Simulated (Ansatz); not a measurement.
# LaNi2P2 (I4/mmm): Migdal–Eliashberg transition temperature, part 2 of 2

What Tc do the phonons of LaNi2P2 (I4/mmm) give, and how does it depend on μ*? The cell shown first is a relaxed one, from steps not shown here.

Ansatz 0.2.0; DFT PBEsol, scalar-relativistic, plane waves, PAW.

So far, highest frequency, solved or plainly interpolated (cm⁻¹): step 2 (electron–phonon run: q 3×3×3, k 9×9×9, scattering 16×16×16) 352.

### Step 3. Electron–phonon run: q 4×4×4, k 12×12×12, scattering 20×20×20

The next rung changes the q mesh, which sets the reach of the force constants and couplings; the k mesh of the density and its response; the scattering mesh, which samples the Fermi surface.

Input file input.yaml:

```yaml
crystal:
  lattice:
    - [-1.9797872218, 1.9797872218, 4.7561712366]
    - [1.9797872218, -1.9797872218, 4.7561712366]
    - [1.9797872218, 1.9797872218, -4.7561712366]
  atoms:
    - { symbol: La, position: [0.0, 0.0, 0.0] }
    - { symbol: Ni, position: [0.75, 0.25, 0.5] }
    - { symbol: Ni, position: [0.25, 0.75, 0.5] }
    - { symbol: P, position: [0.3692566373, 0.3692566373, 0.0] }
    - { symbol: P, position: [0.6307433627, 0.6307433627, 0.0] }
kpoints:
  mp_grid: { grid: [12, 12, 12] }
hamiltonian:
  xc: pbesol
scf:
  occupations: { method: methfessel_paxton, width: 0.2 }
output:
  eigenvalues: true
phonons:
  method: dfpt
  qmesh: [4, 4, 4]
  temperatures: { t_max: 1000, t_step: 50 }
  qpath:
    path:
      - [0.0, 0.0, 0.0]
      - [0.0, 0.0, 0.5]
      - [0.25, 0.25, 0.25]
      - [0.0, 0.5, 0.0]
      - [0.0, 0.0, 0.0]
      - [0.5, 0.5, -0.5]
    npoints: 6
  electrical_resistivity:
    mesh: [20, 20, 20]
    temperatures: [20.0, 50.0, 80.0, 100.0, 150.0, 200.0, 273.0, 300.0, 400.0, 500.0, 600.0, 800.0]
  superconductivity: { mesh: [20, 20, 20] }
```

On the command line:

```console
> ansatz run input.yaml --threads 16 --pin off --max-ram 61440MiB --backend cuda --events-out ev --progress --plain --runs-dir out
```

Numbers of over 12 decimals in the logs are rounded to 6 here.

Output:

```text
[...]
Crystal: 5 atoms, lattice volume = 74.568 Å³
Basis set: ecut = 420 eV, 1459 PW (Γ), exchange–correlation on 80×80×80 points (8 copies of the dense FFT grid, shifted against one another)
Bands: 35, of which v1, the nominal top of the filled ones, is band 29 counted from 1 (28 counted from 0)
Symmetry: 16 space group operations
k-points: 163 of 1728
[...]
SCF iter   1: F=—  HF=-19256.720040 eV  |F-HF|=—  |Δ(HF+E_count)|=         —  Δρ=1.43e-2  dr2=9.50e-2  ethr=1.77e-3  ⟨swp⟩=4.8  Hψ=23563  notcnv=0
[...]
SCF iter   2: F=—  HF=-19256.704995 eV  |F-HF|=—  |Δ(HF+E_count)|=   1.50e-2  S|Δr|=    0.00e0  Δρ=2.32e-3  dr2=5.92e-3  ethr=1.67e-4  ⟨swp⟩=2.0  Hψ=10470  notcnv=0
[...]
SCF iter  11: F=-19256.703287 eV  HF=-19256.703287 eV  |F-HF|=0.00e0  |Δ(HF+E_count)|=  3.64e-12  S|Δr|=    0.00e0  Δρ=4.92e-8  dr2=1.40e-12  ethr=1.00e-12  ⟨swp⟩=11.0  Hψ=31333  notcnv=0
SCF 1 converged in 11 iterations: F = -19256.703287 eV  dr2 = 1.40e-12
[...]
NSCF: frozen V_eff on 163 k-points, pencils in batches of 32, up to order 140
[...]
NSCF: frozen V_eff on 163 k-points
[...]
SCF 2 converged in 11 iterations: F = -19256.703287 eV  dr2 = 1.41e-12
[...]
SCF converged after 11 iterations
[...]
not converged in the mesh (λ; λ_tr; the resistivity at 20 K by 8.56 %; the resistivity at 50 K by 10.98 %; the resistivity at 80 K by 9.97 %; the resistivity at 100 K by 9.41 %; the resistivity at 150 K by 8.38 %; the resistivity at 200 K by 7.65 %; the resistivity at 273 K by 6.84 %; the resistivity at 300 K by 6.59 %; the resistivity at 400 K by 5.85 %; the resistivity at 500 K by 5.30 %; the resistivity at 600 K [...]
  vibrations of 64 cells: unjudged by the run; compare a larger repeat
[...]
--- Superconductivity: potentials and phonons of a 4×4×4 supercell ---
           mesh         λ    ħω_log (meV)  μ* declared at (meV)
       20×20×20    0.3366          16.874               21.618
       10×10×10    0.3332          16.646               21.271
          5×5×5    0.3306          16.649               21.044
  λ by the species' shares of the modes' patterns: La 0.0693, Ni 0.1693, P 0.0979
[...]
0.08      0.497         0.503         0.451         0.450         0.724         0.724          0.724
      0.10      0.259         0.263         0.231         0.231         0.451         0.451          0.452
      0.12      0.115         0.116         0.103         0.102         0.268         0.267          0.268
      0.13      0.071         0.071    none_found    none_found         0.202         0.202          0.202
      0.14      0.040         0.041    none_found    none_found         0.151         0.150          0.151
      0.16      0.010         0.010    none_found    none_found    none_found    none_found     none_found
      0.20      0.000         0.000    none_found    none_found    none_found    none_found     none_found
  none_found: no transition down to 0.1 K
[...]
vibrations of 64 cells: unjudged by the run; compare a larger repeat
[...]
```

Run time: 4.8 min. Hardware: 1 × NVIDIA GB200 with 16 threads of Arm Neoverse V2, shared host; peak memory 19 GiB.

This step gave:

| Property | Result |
| --- | --- |
| zero-point energy | 0.1857 eV/cell |
| highest frequency, solved or plainly interpolated | 355.5 cm⁻¹ |
| mean sound speed | 3.792 km/s |
| Debye temperature elastic | 459 K |
| Debye temperature (second moment) | 406 K |
| resistivity at 300 K | 24.67 μΩ cm, mean of the axes |
| coupling constant λ | 0.3366 |
| density of states at the Fermi level | 0.9417 states/eV a spin and cell |
| log mean phonon energy ħω_log | 16.87 meV |
| transport coupling constant λ_tr | 0.4162, 0.4162, 0.3143 (xx, yy, zz) |
| Drude plasma energy | 3.824, 3.824, 4.421 eV (xx, yy, zz) |
| resistivity times mean free path | 17.01, 17.01, 12.58 × 10⁻¹⁶ Ω m² (xx, yy, zz) |
| second-moment phonon energy ħω₂ | 21.62 meV |

An empty cell: under 1 mK by a formula, or no transition down to the floor of the Eliashberg search. Transition temperatures:

```tsv
μ*	McMillan Tc (K)	Allen–Dynes Tc (K)	isotropic Fermi-surface Tc (K)	isotropic full bandwidth Tc (K)	anisotropic Fermi-surface Tc (K)	anisotropic full bandwidth Tc (K)	anisotropic narrow window Tc (K)
0.08	0.497	0.503	0.451	0.45	0.724	0.724	0.724
0.1	0.259	0.263	0.231	0.231	0.451	0.451	0.452
0.12	0.115	0.116	0.103	0.102	0.268	0.267	0.268
0.13	0.0706	0.0713	-	-	0.202	0.202	0.202
0.14	0.0403	0.0407	-	-	0.151	0.15	0.151
0.16	0.00992	0.01	-	-	-	-	-
0.2	-	-	-	-	-	-	-
```

The Eliashberg function α²F has structure finer than the step of the table below, so its rows give means over 2 meV, whole bins alone (the curve runs from 0.172 to 43.8 meV). Peaks (meV: height): α²F 12.2: 0.311, 17.4: 0.180, 20.1: 0.138, 32.8: 0.176, 38.0: 0.156, 40.7: 0.256; α²F tr 11.9: 0.332, 20.1: 0.128, 31.1: 0.134, 32.8: 0.214, 40.7: 0.235.

Table of Eliashberg function α²F by phonon energy; means over each step:

```tsv
phonon energy (meV)	α²F	α²F tr
2	1.1e-4	3.0e-5
4	5.6e-4	2.1e-4
6	0.00157	8.0e-4
8	0.00493	0.00376
10	0.117	0.147
12	0.248	0.284
14	0.152	0.190
16	0.149	0.186
18	0.109	0.115
20	0.0920	0.102
22	0.0298	0.0283
24	0	0
26	0	0
28	0	0
30	0.0226	0.0313
32	0.113	0.135
34	0.0937	0.0977
36	0.0348	0.0232
38	0.123	0.102
40	0.193	0.195
42	0.108	0.101
```

The Eliashberg function α²F has structure finer than the step of the table below, so its rows give means over 2 meV, whole bins alone (the curve runs from 0.172 to 43.8 meV). Peaks (meV: height): α²F 12.2: 0.311, 17.4: 0.180, 32.8: 0.176, 40.7: 0.256; La 12.2: 0.0619, 16.0: 0.0616, 20.1: 0.0337; Ni 12.2: 0.203, 17.4: 0.112, 20.1: 0.0957, 32.5: 0.0345; P 12.2: 0.0459, 32.8: 0.141, 38.0: 0.137, 40.7: 0.235.

Eliashberg function α²F against phonon energy; means over each step:

```tsv
phonon energy (meV)	α²F	La	Ni	P
2	1.1e-4	4.9e-5	4.7e-5	1.2e-5
4	5.6e-4	2.5e-4	2.0e-4	1.1e-4
6	0.00157	7.0e-4	6.0e-4	2.8e-4
8	0.00493	0.00214	0.00198	7.9e-4
10	0.117	0.0234	0.0739	0.0195
12	0.248	0.0513	0.159	0.0369
14	0.152	0.0426	0.0910	0.0180
16	0.149	0.0553	0.0784	0.0148
18	0.109	0.0327	0.0678	0.00884
20	0.0920	0.0264	0.0598	0.00579
22	0.0298	0.0109	0.0174	0.00160
24	0	0	0	0
26	0	0	0	0
28	0	0	0	0
30	0.0226	3.7e-5	0.00516	0.0174
32	0.113	5.9e-4	0.0246	0.0874
34	0.0937	7.1e-4	0.0129	0.0800
36	0.0348	3.1e-4	0.00392	0.0305
38	0.123	0.00178	0.0162	0.105
40	0.193	0.00224	0.0197	0.171
42	0.108	0.00123	0.00560	0.101
```

Anisotropic full-bandwidth solution, weighted at the Fermi level. Gaps:

```tsv
mu*	T (K)	mean gap (meV)	5 % (meV)	95 % (meV)	mean Z
0.1	0.113	0.0562	0.0201	0.081	1.34
0.1	0.226	0.0529	0.0187	0.0764	1.34
0.1	0.338	0.0424	0.0147	0.0613	1.34
0.1	0.406	0.0285	0.00984	0.0413	1.34
0.13	0.0504	0.0233	0.00478	0.0359	1.34
0.13	0.101	0.022	0.00443	0.0339	1.34
0.13	0.151	0.0176	0.0035	0.0272	1.34
0.13	0.182	0.0119	0.00234	0.0184	1.34
```

Table of share of the Fermi-level states by lambda of a state:

```tsv
lambda of a state	share of the Fermi-level states
0.184	0.019
0.198	0.069
0.212	0.0688
0.225	0.0691
0.239	0.0301
0.253	0.0131
0.266	0.026
0.280	0.0071
0.294	0.0055
0.307	0.01
0.321	0.0078
0.334	0.0271
0.348	0.101
0.362	0.0803
0.375	0.073
0.389	0.0992
0.403	0.109
0.416	0.0792
0.430	0.036
0.444	0.0345
0.457	0.033
0.471	0.0016
0.485	5.0e-4
0.498	0
```

### Step 4. What came out

| Property | Result |
| --- | --- |
| meshes | q 4×4×4, k 12×12×12, scattering 20×20×20 |
| coupling constant λ | 0.337 |
| log mean phonon energy ħω_log | 16.9 meV |
| Allen–Dynes Tc at μ* = 0.1 | 0.263 K |
| Allen–Dynes Tc at μ* = 0.13 | 0.0713 K |
| anisotropic Eliashberg Tc at μ* = 0.1 | 0.451 K |
| anisotropic Eliashberg Tc at μ* = 0.13 | 0.202 K |

In words: In the last run (PBEsol, q 4×4×4, k 12×12×12, scattering 20×20×20), with λ = 0.34 and ħω_log = 16.9 meV, Tc at μ* = 0.13 is 0.071 K by McMillan's formula, 0.071 K by Allen and Dynes's and 0.20 K by the anisotropic Eliashberg equations. Raising μ* from 0.10 to 0.16 lowers the Allen–Dynes value from 0.26 to 0.01 K. The mean gap at a quarter of Tc gives 2Δ/k_B Tc = 2.68, against 3.53 in weak-coupling theory. The gap spreads from 0.0048 to 0.036 meV over nine tenths of the Fermi surface. By the run's own test λ is not converged in the fine mesh: it moves by 1 % between the two finest. The run's transport test calls it not converged in the mesh; ρ(300 K) moves by 7 % in the component that moves most. The runs are not spin-polarised; where the real material orders magnetically, these values do not describe it. Over the runs, λ takes the values 0.336 and 0.337, in the order shown. μ* is a typed number, phonons are harmonic, and spin fluctuations are left out; at μ* = 0.13 McMillan's formula turns 1 % in λ into about 11 % in Tc.

[Logs are printed without paths, hosts, clocks, repeated set-up lines and the standing remarks that a program may print on its own settings, such as how far it seeks lower states.]

[Hosts, paths, dates, database ids (printed as entryN), source tags and the programs' standing remarks are cut or masked in the printed files.]
